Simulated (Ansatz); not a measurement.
## KTaO3 (Pm-3m): zone-centre modes under pressure

Aim: how do the optical modes of KTaO3 (Pm-3m) move with volume?

Calculated with Ansatz 0.2.0; DFT LDA, scalar-relativistic, plane waves, PAW; PAW set soft_1.

**1. Set-up**

The structure is cubic, space group Pm-3m (No. 221). The conventional cell has a = 3.988 Å, b = 3.988 Å, c = 3.988 Å, α = 90.00°, β = 90.00°, γ = 90.00°. Nearest to O lie 2 Ta at 1.99 Å and 4 K at 2.82 Å. Nearest to K lie 12 O at 2.82 Å. Nearest to Ta lie 6 O at 1.99 Å. Farther neighbours and most contacts between anions are not listed.

Coordinates:

```cif
data_structure
_symmetry_space_group_name_H-M 'Pm-3m'
_symmetry_Int_Tables_number 221
_cell_length_a 3.9883
_cell_length_b 3.9883
_cell_length_c 3.9883
_cell_angle_alpha 90.000
_cell_angle_beta 90.000
_cell_angle_gamma 90.000
_cell_volume 63.44
loop_
_atom_site_label
_atom_site_type_symbol
_atom_site_symmetry_multiplicity
_atom_site_Wyckoff_symbol
_atom_site_fract_x
_atom_site_fract_y
_atom_site_fract_z
_atom_site_occupancy
O1 O 3 d 0.50000 0.00000 0.00000 1
K1 K 1 b 0.50000 0.50000 0.50000 1
Ta1 Ta 1 a 0.00000 0.00000 0.00000 1
```

**2. Relaxation**

The cell and atoms are relaxed, since residual forces and stress would shift the frequencies.

input.yaml

```yaml
crystal:
  lattice:
    - [3.9883, 0.0, 0.0]
    - [0.0, 3.9883, 0.0]
    - [0.0, 0.0, 3.9883]
  atoms:
    - { symbol: O, position: [0.5, 0.0, 0.0] }
    - { symbol: O, position: [0.0, 0.5, 0.0] }
    - { symbol: O, position: [0.0, 0.0, 0.5] }
    - { symbol: K, position: [0.5, 0.5, 0.5] }
    - { symbol: Ta, position: [0.0, 0.0, 0.0] }
kpoints:
  mp_grid: { grid: [8, 8, 8] }
hamiltonian:
  xc: lda
  pseudopotentials: { kind: paw, azcp: { folder: soft_1 }, xc_functional: pbe }
scf:
  occupations: { method: gaussian, width: 0.02 }
output:
  forces: true
  stress: true
  eigenvalues: true
  write_density: true
  write_potential: true
  elf: true
  volumetric_format: npy
relax:
  adjacent_minimum: "off"
  f_tol: 0.005
  max_steps: 80
  cell: { stress_tol: 0.05 }
```

The run is started by

```console
ansatz run input.yaml --threads 8 --pin off --max-ram 16384MiB --backend cpu --events-out ev --progress --plain --runs-dir out
```

Numbers of over 12 decimals in the logs are rounded to 6 here.

Log:

```text
Engine: ansatz 0.2.0, aarch64-unknown-linux-gnu
Pseudopotentials: kind: paw
Pseudopotential: O, paw, valence charge 6, recommended cutoff 420 eV (normal), soft_1/O.paw.azcp
Pseudopotential: K, paw, valence charge 9, recommended cutoff 420 eV (normal), soft_1/K.paw.azcp
Pseudopotential: Ta, paw, valence charge 13, recommended cutoff 420 eV (normal), soft_1/Ta.paw.azcp
Functional definition: SPW92
  exchange = slater_x
  correlation = pw_c
Crystal: 5 atoms, lattice volume = 63.440 Å³
Basis set: ecut = 420 eV, 1237 PW (Γ)
Bands: 25, of which v1, the nominal top of the filled ones, is band 20 counted from 1 (19 counted from 0)
Symmetry: 48 space group operations
Space group: Pm-3m (ITA 221), of the structure as read, at distance tolerance 4.0e-5 Å
k-points: 35 of 512
Non-local potential: O, projectors of the file, l = 0: 2, l = 1: 2, l = 2: 1
Non-local potential: K, projectors of the file, l = 0: 3, l = 1: 2, l = 2: 2
Non-local potential: Ta, projectors of the file, l = 0: 3, l = 1: 2, l = 2: 2, l = 3: 1
PAW form: soft (Blöchl's): semilocal exchange-correlation on the pseudo side does not see the compensation charge
PAW frozen core: O, regenerated for the run's functional, and the local potential with it (the file was generated under x = pbe(κ = 0.804, μ = 0.219515), c = pbe(β = 0.066725))
PAW frozen core: K, regenerated for the run's functional, and the local potential with it (the file was generated under x = pbe(κ = 0.804, μ = 0.219515), c = pbe(β = 0.066725))
PAW frozen core: Ta, regenerated for the run's functional, and the local potential with it (the file was generated under x = pbe(κ = 0.804, μ = 0.219515), c = pbe(β = 0.066725))
PAW one-centre angular grid: O, 110 points (default); XC on 64 Gauss nodes
PAW one-centre angular grid: K, 110 points (default); XC on 64 Gauss nodes
PAW one-centre angular grid: Ta, 590 points (default); XC on 64 Gauss nodes
Initial density: superposition of atomic densities (chi_scale 0.1, normalization cell, long waves kept (reshape's long-wave potential 0.00 eV rms))
Initial wavefunctions: pseudopotential atomic-orbital guess
Functional: x = slater, c = lda
SCF iter   1: F=—  HF=-12852.322064 eV  |F-HF|=—  |Δ(HF+E_count)|=         —  Δρ=5.45e-2  dr2=1.68e0  ethr=3.10e-3  ⟨swp⟩=7.0  Hψ=4402  notcnv=0
preconditioner: auto → Resta (q_TF=auto, 2.526 Å⁻¹)  ε∞=4.5  [insulator: Δε(μ)=2.419 eV  Ē_g=13.581 eV  σ=0.020 eV  W_gap=1.00  n_scr=18 (ndim 8)  ℏωp=25.5 eV  f_vac=0.000  D(μ)=0.00/eV (n_scr^D=0)  ε∞_Penn≈4.5]
SCF iter   2: F=—  HF=-12851.926308 eV  |F-HF|=—  |Δ(HF+E_count)|=   3.96e-1  Δρ=2.77e-2  dr2=4.58e-1  ethr=3.10e-3  ⟨swp⟩=2.2  Hψ=1679  notcnv=0  defer=35
SCF iter   3: F=—  HF=-12851.794394 eV  |F-HF|=—  |Δ(HF+E_count)|=   1.32e-1  Δρ=4.91e-3  dr2=1.44e-2  ethr=1.15e-3  ⟨swp⟩=2.7  Hψ=1598  notcnv=0  defer=35
SCF iter   4: F=—  HF=-12851.791298 eV  |F-HF|=—  |Δ(HF+E_count)|=   3.10e-3  Δρ=2.51e-3  dr2=3.57e-3  ethr=3.60e-5  ⟨swp⟩=2.9  Hψ=1448  notcnv=0  defer=35
SCF iter   5: F=—  HF=-12851.790601 eV  |F-HF|=—  |Δ(HF+E_count)|=   6.97e-4  Δρ=9.34e-4  dr2=3.79e-4  ethr=8.93e-6  ⟨swp⟩=2.0  Hψ=1481  notcnv=0  defer=35
SCF iter   6: F=—  HF=-12851.790542 eV  |F-HF|=—  |Δ(HF+E_count)|=   5.83e-5  Δρ=1.62e-4  dr2=1.19e-5  ethr=9.47e-7  ⟨swp⟩=2.8  Hψ=1421  notcnv=0  defer=35
SCF iter   7: F=—  HF=-12851.790540 eV  |F-HF|=—  |Δ(HF+E_count)|=   2.59e-6  Δρ=2.36e-5  dr2=2.49e-7  ethr=2.97e-8  ⟨swp⟩=2.7  Hψ=1442  notcnv=0  defer=35
SCF iter   8: F=-12851.790540 eV  HF=-12851.790540 eV  |F-HF|=4.33e-10  |Δ(HF+E_count)|=   4.88e-9  Δρ=1.71e-6  dr2=1.88e-9  ethr=2.50e-10  ⟨swp⟩=14.6  Hψ=6008  notcnv=0
SCF 1 converged in 8 iterations: F = -12851.790540 eV  dr2 = 1.88e-9
  greatest PAW one-centre occupation: 0.999 electrons in one spin orbital (limit 2), on the Ta atom at site 4 (counted from 0), in its partial waves of l = 0
relax step   1: F+E_penalty+E_count = -12851.79053982 eV  Δ(F+E_penalty+E_count) = +0.000e0 eV  max|allowed force component| = 1.418e-29 eV/Å  Δτ_max = 0.0000 Å  P = -5.746 GPa  Ω = 63.440 Å³  (8 SCF iters, dr2 threshold 1.00e-7 eV, accepted)
Crystal: 5 atoms, lattice volume = 61.285 Å³
Basis set: ecut = 420 eV, 1213 PW (Γ)
Initial density: handed on by an earlier stage of this run
Initial wavefunctions: those handed on with the density
iter 1 solved again at ethr=3.15e-5 eV; its pass at ethr=3.10e-3 eV (dr2=1.26e-2 eV) is discarded
SCF iter   1: F=—  HF=-12851.830594 eV  |F-HF|=—  |Δ(HF+E_count)|=         —  Δρ=5.51e-3  dr2=1.32e-2  ethr=3.15e-5  ⟨swp⟩=2.1  Hψ=4837  notcnv=0
preconditioner: auto → Resta (q_TF=auto, 2.541 Å⁻¹)  ε∞=4.4  [insulator: Δε(μ)=2.171 eV  Ē_g=14.594 eV  σ=0.020 eV  W_gap=1.00  n_scr=18 (ndim 8)  ℏωp=26.8 eV  f_vac=0.007  D(μ)=0.00/eV (n_scr^D=0)  ε∞_Penn≈4.4]
SCF iter   2: F=—  HF=-12851.826758 eV  |F-HF|=—  |Δ(HF+E_count)|=   3.84e-3  Δρ=1.68e-3  dr2=1.90e-3  ethr=3.15e-5  ⟨swp⟩=2.2  Hψ=1547  notcnv=0
SCF iter   3: F=—  HF=-12851.826178 eV  |F-HF|=—  |Δ(HF+E_count)|=   5.80e-4  Δρ=8.40e-4  dr2=4.16e-4  ethr=4.74e-6  ⟨swp⟩=2.0  Hψ=1315  notcnv=0
SCF iter   4: F=—  HF=-12851.826038 eV  |F-HF|=—  |Δ(HF+E_count)|=   1.40e-4  Δρ=1.69e-4  dr2=1.17e-5  ethr=1.04e-6  ⟨swp⟩=2.0  Hψ=1436  notcnv=0
SCF iter   5: F=-12851.826038 eV  HF=-12851.826038 eV  |F-HF|=1.31e-8  |Δ(HF+E_count)|=   3.34e-7  Δρ=1.83e-5  dr2=2.22e-7  ethr=1.25e-9  ⟨swp⟩=8.8  Hψ=6597  notcnv=0
SCF 2 converged in 5 iterations: F = -12851.826038 eV  dr2 = 2.22e-7
relax step   2: F+E_penalty+E_count = -12851.82603843 eV  Δ(F+E_penalty+E_count) = -3.550e-2 eV  max|allowed force component| = 9.506e-30 eV/Å  Δτ_max = 0.0000 Å  P = +1.628 GPa  Ω = 61.285 Å³  energy of the carried Pulay correction = +6.309e-3 eV  (5 SCF iters, dr2 threshold 5.00e-7 eV, accepted)
Crystal: 5 atoms, lattice volume = 61.748 Å³
iter 1 solved again at ethr=2.09e-6 eV; its pass at ethr=3.10e-3 eV (dr2=8.34e-4 eV) is discarded
SCF iter   1: F=—  HF=-12851.827134 eV  |F-HF|=—  |Δ(HF+E_count)|=         —  Δρ=1.25e-3  dr2=6.83e-4  ethr=2.09e-6  ⟨swp⟩=2.4  Hψ=4827  notcnv=0
preconditioner: auto → Resta (q_TF=auto, 2.538 Å⁻¹)  ε∞=4.8  [insulator: Δε(μ)=2.131 eV  Ē_g=13.293 eV  σ=0.020 eV  W_gap=1.00  n_scr=18 (ndim 8)  ℏωp=25.9 eV  f_vac=0.009  D(μ)=0.00/eV (n_scr^D=0)  ε∞_Penn≈4.8]
SCF iter   2: F=—  HF=-12851.826936 eV  |F-HF|=—  |Δ(HF+E_count)|=   1.98e-4  Δρ=3.77e-4  dr2=9.79e-5  ethr=1.71e-6  ⟨swp⟩=2.0  Hψ=1361  notcnv=0
SCF iter   3: F=—  HF=-12851.826907 eV  |F-HF|=—  |Δ(HF+E_count)|=   2.88e-5  Δρ=1.89e-4  dr2=2.18e-5  ethr=2.45e-7  ⟨swp⟩=2.3  Hψ=1198  notcnv=0
SCF iter   4: F=—  HF=-12851.826900 eV  |F-HF|=—  |Δ(HF+E_count)|=   7.71e-6  Δρ=3.69e-5  dr2=5.91e-7  ethr=5.46e-8  ⟨swp⟩=2.1  Hψ=1447  notcnv=0
SCF iter   5: F=-12851.826900 eV  HF=-12851.826900 eV  |F-HF|=5.24e-10  |Δ(HF+E_count)|=   1.23e-8  Δρ=4.48e-6  dr2=1.34e-8  ethr=1.25e-9  ⟨swp⟩=10.0  Hψ=5998  notcnv=0
SCF 3 converged in 5 iterations: F = -12851.826900 eV  dr2 = 1.34e-8
relax step   3: F+E_penalty+E_count = -12851.82689973 eV  Δ(F+E_penalty+E_count) = -8.613e-4 eV  max|allowed force component| = 9.664e-30 eV/Å  Δτ_max = 0.0000 Å  P = -0.071 GPa  Ω = 61.748 Å³  energy of the carried Pulay correction = +4.934e-3 eV  (5 SCF iters, dr2 threshold 5.00e-7 eV, accepted)
[...]
relax step   4: F+E_penalty+E_count = -12851.82696190 eV  Δ(F+E_penalty+E_count) = -6.216e-5 eV  max|allowed force component| = 3.261e-30 eV/Å  Δτ_max = 0.0000 Å  P = -0.001 GPa  Ω = 61.729 Å³  energy of the carried Pulay correction = +4.992e-3 eV  (4 SCF iters, dr2 threshold 1.27e-8 eV, accepted)
[...]
relax step   5: F+E_penalty+E_count = -12851.82270785 eV  Δ(F+E_penalty+E_count) = +4.254e-3 eV  max|allowed force component| = 3.892e-30 eV/Å  Δτ_max = 0.0000 Å  P = -0.128 GPa  Ω = 61.729 Å³  stress off target by 1.28e-1 GPa  SCF on the basis re-selected at this cell (its energy is not comparable with the rows above)  (5 SCF iters)
[...]
relax step   6: F+E_penalty+E_count = -12851.82282587 eV  Δ(F+E_penalty+E_count) = -1.180e-4 eV  max|allowed force component| = 1.638e-29 eV/Å  Δτ_max = 0.0000 Å  P = -0.000 GPa  Ω = 61.693 Å³  energy of the carried Pulay correction = +1.038e-4 eV  (4 SCF iters, dr2 threshold 4.08e-8 eV, accepted)
iter 1 solved again at ethr=4.16e-9 eV; its pass at ethr=3.10e-3 eV (dr2=1.66e-6 eV) is discarded
SCF iter   1: F=—  HF=-12851.822826 eV  |F-HF|=—  |Δ(HF+E_count)|=         —  Δρ=2.84e-6  dr2=3.80e-9  ethr=4.16e-9  ⟨swp⟩=3.4  Hψ=7045  notcnv=0
SCF iter   2: F=—  HF=-12851.822826 eV  |F-HF|=—  |Δ(HF+E_count)|=   3.18e-9  Δρ=1.75e-6  dr2=1.64e-9  ethr=9.51e-12  ⟨swp⟩=2.1  Hψ=1144  notcnv=0
SCF iter   3: F=-12851.822826 eV  HF=-12851.822826 eV  |F-HF|=3.09e-11  |Δ(HF+E_count)|=  5.46e-11  Δρ=2.95e-7  dr2=4.90e-11  ethr=1.00e-12  ⟨swp⟩=4.9  Hψ=4714  notcnv=0
SCF 7 converged in 3 iterations: F = -12851.822826 eV  dr2 = 4.90e-11
relax step   7: F+E_penalty+E_count = -12851.82282587 eV  Δ(F+E_penalty+E_count) = -2.874e-10 eV  max|allowed force component| = 5.706e-30 eV/Å  Δτ_max = 0.0000 Å  P = -0.002 GPa  Ω = 61.693 Å³  stress off target by 1.63e-3 GPa  SCF on the basis re-selected at this cell (its energy is not comparable with the rows above)  (3 SCF iters)
basis re-selected at this cell: Δ(F+E_penalty+E_count) = -2.874e-10 eV, ΔP = -0.001 GPa vs the last step (what re-selecting the basis moved, of the pressure what is left beyond the Pulay correction that the steps carried, after the strain that the cell walked since its last selection, with what the two solves' SCF thresholds leave and, on support functions, any second-order correction that the steps lacked; it is no  [...]
SCF converged after 3 iterations
Free energy (F): -12851.822826 eV
Harris-Foulkes:  -12851.822826 eV  (|F-HF|=3.09e-11)
Internal energy: -12851.822826 eV  (E = F + TS)
E sigma→0 (E₀):  -12851.822826 eV
Fermi energy:    9.794223 eV
--- Per-component energies (eV) ---
  E_band       = -250.683403
  E_kinetic    = 1148.504847
  E_local      = -2185.667813  (includes V_loc(G=0)·N_el)
  E_nonlocal   = 175.114837
  E_hartree    = 776.870732
  E_xc         = -662.942243
  E_vxc        = -669.685851  (∫ρ·V_xc dr)
  E_paw        = -9256.797226  (= ΣΔE_a)
  E_vpaw       = -272.693198  (= ΣTr[D̂ρ^β])
  E_aug_tail   = 0.002531  (compensation charges beyond the density's cutoff)
  E_ewald      = -2847.715753
  E_core_change = 0.807262  (= ΣΔE_core)
  E_smearing   = -0.000000  (= −TS)
  E_closure    = -0.000000  (closes the sum)
  Σ components = -12851.822826   (vs F -12851.822826, Δ=0.00e0)
--- Forces (eV/Å), atoms counted from 1 ---
  atom   1  O     -0.00000000    -0.00000000     0.00000000
  atom   2  O     -0.00000000     0.00000000     0.00000000
  atom   3  O     -0.00000000    -0.00000000     0.00000000
  atom   4  K     -0.00000000    -0.00000000     0.00000000
  atom   5  Ta    -0.00000000    -0.00000000     0.00000000
  max |Σ_I F_I| component: 2.70e-29 eV/Å
--- Stress (GPa, compression-positive) ---
       -0.001635       0.000000       0.000000
        0.000000      -0.001635       0.000000
        0.000000       0.000000      -0.001635
  P = ⅓ Tr σ = -0.0016 GPa (-0.016 kbar)
--- Band table (eV; the first three rows and the last of 35) ---
  k-point 0: bands = [... 16 lower, 7.6053, 8.1114, 8.1114, 8.1114, 10.8631, 10.8631, 10.8631, 15.3260, ... 1 higher]
  k-point 1: bands = [... 16 lower, 7.5239, 7.6382, 8.0255, 8.0255, 10.8881, 11.3773, 11.3773, 15.6116, ... 1 higher]
  k-point 2: bands = [... 16 lower, 6.9904, 7.3379, 7.9420, 7.9420, 10.9498, 12.4449, 12.4449, 15.9098, ... 1 higher]
  k-point 34: bands = [... 16 lower, 4.7068, 8.7253, 8.7253, 8.7253, 15.4137, 15.4137, 15.4137, 17.5379, ... 1 higher]
--- Relaxed structure (5 steps of the walk, 5 accepted, 2 SCFs on fresh bases) ---
  F+E_penalty+E_count = -12851.82282587 eV   max|allowed force component| = 5.706e-30 eV/Å   (the final SCF, on the basis selected at the relaxed cell)
  cell:  # Å, volume = 61.6934 Å³
    - [3.951356, 0, 0]
    - [0, 3.951356, 0]
    - [0, 0, 3.951356]
  atoms:
    - { symbol: O, position: [0.5, 0, 0] }
    - { symbol: O, position: [0, 0.5, 0] }
    - { symbol: O, position: [0, 0, 0.500000] }
    - { symbol: K, position: [0.5, 0.5, 0.500000] }
    - { symbol: Ta, position: [0, 0, 0] }
```

Elapsed: 7.3 s, on 8 threads of Arm Neoverse N1, shared host; peak memory 0.43 GiB; 46 s of CPU time.

Step by step:

```
step  energy less that of the first step (eV)  largest force component (eV/Å)  pressure (GPa)  volume (Å³)
   1                                   0.0000                          0.0000           -5.75        63.44
   2                                  -0.0355                          0.0000            1.63        61.29
   3                                  -0.0364                          0.0000           -0.07        61.75
   4                                  -0.0364                          0.0000            0.00        61.73
  5*                                  -0.0322                          0.0000           -0.13        61.73
   6                                  -0.0323                          0.0000            0.00        61.69
  7*                                  -0.0323                          0.0000            0.00        61.69
```

Relaxation steps marked * repeat the geometry before them on a plane-wave basis chosen anew for their cell, so energy and pressure can jump there.

The run keeps the 48 symmetry operations that it works with, so distortions that break them were not tested.

```
conventional cell, symmetrised  before  after  change
                         a (Å)   3.988  3.951  -0.9 %
                         b (Å)   3.988  3.951  -0.9 %
                         c (Å)   3.988  3.951  -0.9 %
              volume (Å³/atom)   12.69  12.34  -2.8 %
```

Final coordinates:

```cif
data_structure
_symmetry_space_group_name_H-M 'P 1'
_symmetry_Int_Tables_number 1
_cell_length_a 3.9514
_cell_length_b 3.9514
_cell_length_c 3.9514
_cell_angle_alpha 90.000
_cell_angle_beta 90.000
_cell_angle_gamma 90.000
_cell_volume 61.69
loop_
_atom_site_label
_atom_site_type_symbol
_atom_site_fract_x
_atom_site_fract_y
_atom_site_fract_z
_atom_site_occupancy
O1 O 0.50000 0.00000 0.00000 1
O2 O 0.00000 0.50000 0.00000 1
O3 O 0.00000 0.00000 0.50000 1
K4 K 0.50000 0.50000 0.50000 1
Ta5 Ta 0.00000 0.00000 0.00000 1
```

This step gave:

| Quantity | Value |
| --- | --- |
| pressure | -0.001635 GPa |
| gap on the k-mesh | 2.138 eV |
| volume per atom | 12.34 Å³ |

Electrostatic potential energy in the ac plane at fractional y = 0.000, with atoms of O and Ta within 0.2 Å of it. With pseudopotentials it is smooth inside the atoms' cores, unlike the true potential.

Ten even steps from '_' (-52 eV) to '@' (14 eV), each cell a mean:
```
____::**##++--::--**##++..__
..::==##%%##++++**%%%%**--..
==++##%%@@@@@@@@@@@@@@%%**++
####%%@@@@@@@@@@@@@@@@@@%%##
++**@@@@@@@@@@@@@@@@@@@@%%**
--==##@@@@@@@@@@@@@@@@@@**--
..--**@@@@@@@@@@@@@@@@@@++::
::--##@@@@@@@@@@@@@@@@@@++--
==++%%@@@@@@@@@@@@@@@@@@##++
##%%%%@@@@@@@@@@@@@@@@@@%%##
++**##%%@@@@@@@@@@@@@@%%##**
::--++##%%%%##**##@@%%##==::
____--**%%++----==**##++::__
____::++##==::..--++##==..__
```
Columns run along a (4.0 Å; values clipped at the 3rd and 97th percentile), rows up along c (4.0 Å). Atoms in or near the plane, at fractional coordinates: O at (0.50, 0.00), O at (0.00, 0.50), Ta at (0.00, 0.00).

ELF in the ac plane at fractional y = 0.000, with atoms of O and Ta within 0.2 Å of it. It is the smooth field of the valence electrons, not physical close to the nuclei.

Values, 14 rows by 14 columns, each cell a mean:
```
0.35 0.62 0.69 0.32 0.49 0.80 0.67 0.54 0.72 0.75 0.36 0.43 0.74 0.54
0.72 0.74 0.53 0.21 0.42 0.78 0.80 0.78 0.80 0.70 0.30 0.28 0.64 0.74
0.48 0.40 0.21 0.11 0.26 0.57 0.71 0.74 0.69 0.48 0.19 0.12 0.28 0.43
0.39 0.35 0.27 0.15 0.12 0.24 0.40 0.46 0.37 0.19 0.11 0.19 0.30 0.36
0.76 0.75 0.65 0.39 0.13 0.07 0.10 0.13 0.09 0.07 0.19 0.48 0.70 0.75
0.63 0.75 0.79 0.62 0.26 0.05 0.02 0.02 0.02 0.09 0.37 0.69 0.80 0.72
0.34 0.62 0.80 0.69 0.35 0.06 0.02 0.01 0.02 0.13 0.46 0.74 0.78 0.54
0.55 0.72 0.80 0.65 0.29 0.05 0.02 0.02 0.02 0.10 0.40 0.71 0.80 0.67
0.78 0.80 0.73 0.48 0.17 0.05 0.05 0.06 0.05 0.07 0.24 0.57 0.78 0.80
0.51 0.48 0.38 0.21 0.11 0.17 0.29 0.35 0.26 0.13 0.12 0.26 0.42 0.49
0.36 0.30 0.17 0.10 0.21 0.48 0.65 0.69 0.62 0.39 0.15 0.11 0.21 0.32
0.71 0.67 0.42 0.17 0.38 0.73 0.80 0.80 0.79 0.65 0.27 0.21 0.53 0.69
0.47 0.67 0.67 0.30 0.48 0.80 0.72 0.62 0.75 0.75 0.35 0.40 0.74 0.62
0.10 0.47 0.71 0.36 0.51 0.78 0.55 0.34 0.63 0.76 0.39 0.48 0.72 0.35
```
Columns run along a (4.0 Å), rows up along c (4.0 Å). Atoms in or near the plane, at fractional coordinates: O at (0.50, 0.00), O at (0.00, 0.50), Ta at (0.00, 0.00).

Valence density in the ac plane at fractional y = 0.000, with atoms of O and Ta within 0.2 Å of it. It is the smooth field of the valence electrons, not physical close to the nuclei.

Ten even steps from '_' (0.0 e/Å³) to '@' (8.0 e/Å³), each cell a mean:
```
++++--....::**##++::....==++
====..____..::--::..____::==
::..______________________..
..________________________..
::..____________________..::
**==..__________________::++
@@**::__________________--##
##++..__________________::**
--::..__________________..::
....______________________..
....______________________..
==--..____....::..______..--
++++--....::++**==..__..==++
==++==....--##@@**::..::==++
```
Columns run along a (4.0 Å), rows up along c (4.0 Å). Atoms in or near the plane, at fractional coordinates: O at (0.50, 0.00), O at (0.00, 0.50), Ta at (0.00, 0.00).

In this step the volume went from 12.69 to 12.34 Å³/atom.

**3. Tight relaxation**

Phonons need small forces and stress, so the relaxation is finished with tight tolerances on 8×8×8 k points.

input.yaml, the sections that differ from step 2:

```yaml
crystal:
  lattice:
    - [3.9513564055, 0.0, 0.0]
    - [0.0, 3.9513564055, 0.0]
    - [0.0, 0.0, 3.9513564055]
  atoms:
    - { symbol: O, position: [0.5, 0.0, 0.0] }
    - { symbol: O, position: [0.0, 0.5, 0.0] }
    - { symbol: O, position: [0.0, 0.0, 0.5] }
    - { symbol: K, position: [0.5, 0.5, 0.5] }
    - { symbol: Ta, position: [0.0, 0.0, 0.0] }
scf:
  occupations: { method: fixed }
output:
  forces: true
  stress: true
  eigenvalues: true
relax:
  adjacent_minimum: "off"
  f_tol: 0.001
  max_steps: 60
  cell: { stress_tol: 0.01 }
# kpoints, hamiltonian: as in step 2
```

Log:

```text
[...]
Crystal: 5 atoms, lattice volume = 61.693 Å³
Basis set: ecut = 420 eV, 1213 PW (Γ)
Bands: 25, of which v1, the nominal top of the filled ones, is band 20 counted from 1 (19 counted from 0)
Symmetry: 48 space group operations
[...]
k-points: 35 of 512
[...]
--- Relaxed structure (1 steps of the walk, 1 accepted, 1 SCFs on fresh bases) ---
[...]
cell:  # Å, volume = 61.6934 Å³
    - [3.9513564055, 0.0, 0.0]
    - [0.0, 3.9513564055, 0.0]
    - [0.0, 0.0, 3.9513564055]
  atoms:
    - { symbol: O, position: [0.5, 0.0, 0.0] }
    - { symbol: O, position: [0.0, 0.5, 0.0] }
    - { symbol: O, position: [0.0, 0.0, 0.5] }
    - { symbol: K, position: [0.5, 0.5, 0.5] }
    - { symbol: Ta, position: [0.0, 0.0, 0.0] }
[key lines of the parts left out:]
SCF converged after 5 iterations
Free energy (F): -12851.822826 eV
Fermi energy:    8.725307 eV
P = ⅓ Tr σ = -0.0016 GPa (-0.016 kbar)
```

Wall time 2.4 s (8 threads); peak memory 0.41 GiB.

Little changed from the start: no atom moved by 0.005 Å and no cell edge by 0.1 %.

Numbers from this step:

```yaml
pressure: -0.001599 GPa
```

The forces vanish by symmetry and the pressure is -0.002 GPa, within the tolerances set. The cell now holds 12.34 Å³/atom.

(Continued in part 2 of 3.)

[Logs are printed without paths, hosts, clocks, repeated set-up lines and the standing remarks that a program may print on its own settings, such as how far it seeks lower states.]

[Hosts, paths, dates, database ids (printed as entryN), source tags and the programs' standing remarks are cut or masked in the printed files.]
